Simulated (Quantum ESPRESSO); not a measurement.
# Carrying a functional's shift from two faces of Ni to a third

**Set-up.** Quantum ESPRESSO 7.5 (pw.x, pp.x), PseudoDojo norm-conserving files, cold smearing of 0.02 Ry; slabs at the tabulated lattice constant, relaxed under PBE by pw.x; both functionals on the same atoms. Work functions in eV.

| face | area an atom (Å²) | PBE | PBEsol |
| --- | --- | --- | --- |
| (111) | 5.37 | 5.031 | 5.174 |
| (100) | 6.20 | 4.901 | 5.013 |
| (110) | 8.76 | 4.547 | withheld |

One more run was made and is withheld. What does PBEsol give for (110)?

**Fit.** The shifts from PBE are 5.174 − 5.031 = +0.143 eV and 5.013 − 4.901 = +0.112 eV, +0.128 eV in the mean. A rigid shift gives 4.547 + (+0.128) = 4.675 eV.

**The withheld run.** 4.653 eV; the estimate misses by +0.022 eV. The shift depends somewhat on the face. The measured value for this face is 4.55 eV (“Anisotropic work function of elemental crystals” (2019, arxiv:1902.07811)): PBE is off by 0.00 eV and PBEsol by +0.10 eV; other measurements of a face can differ by 0.1 to 0.2 eV.

Caveats: Thin, unreconstructed slabs; thickness and mesh leave some 0.05 to 0.1 eV open, which largely cancels in the shift.
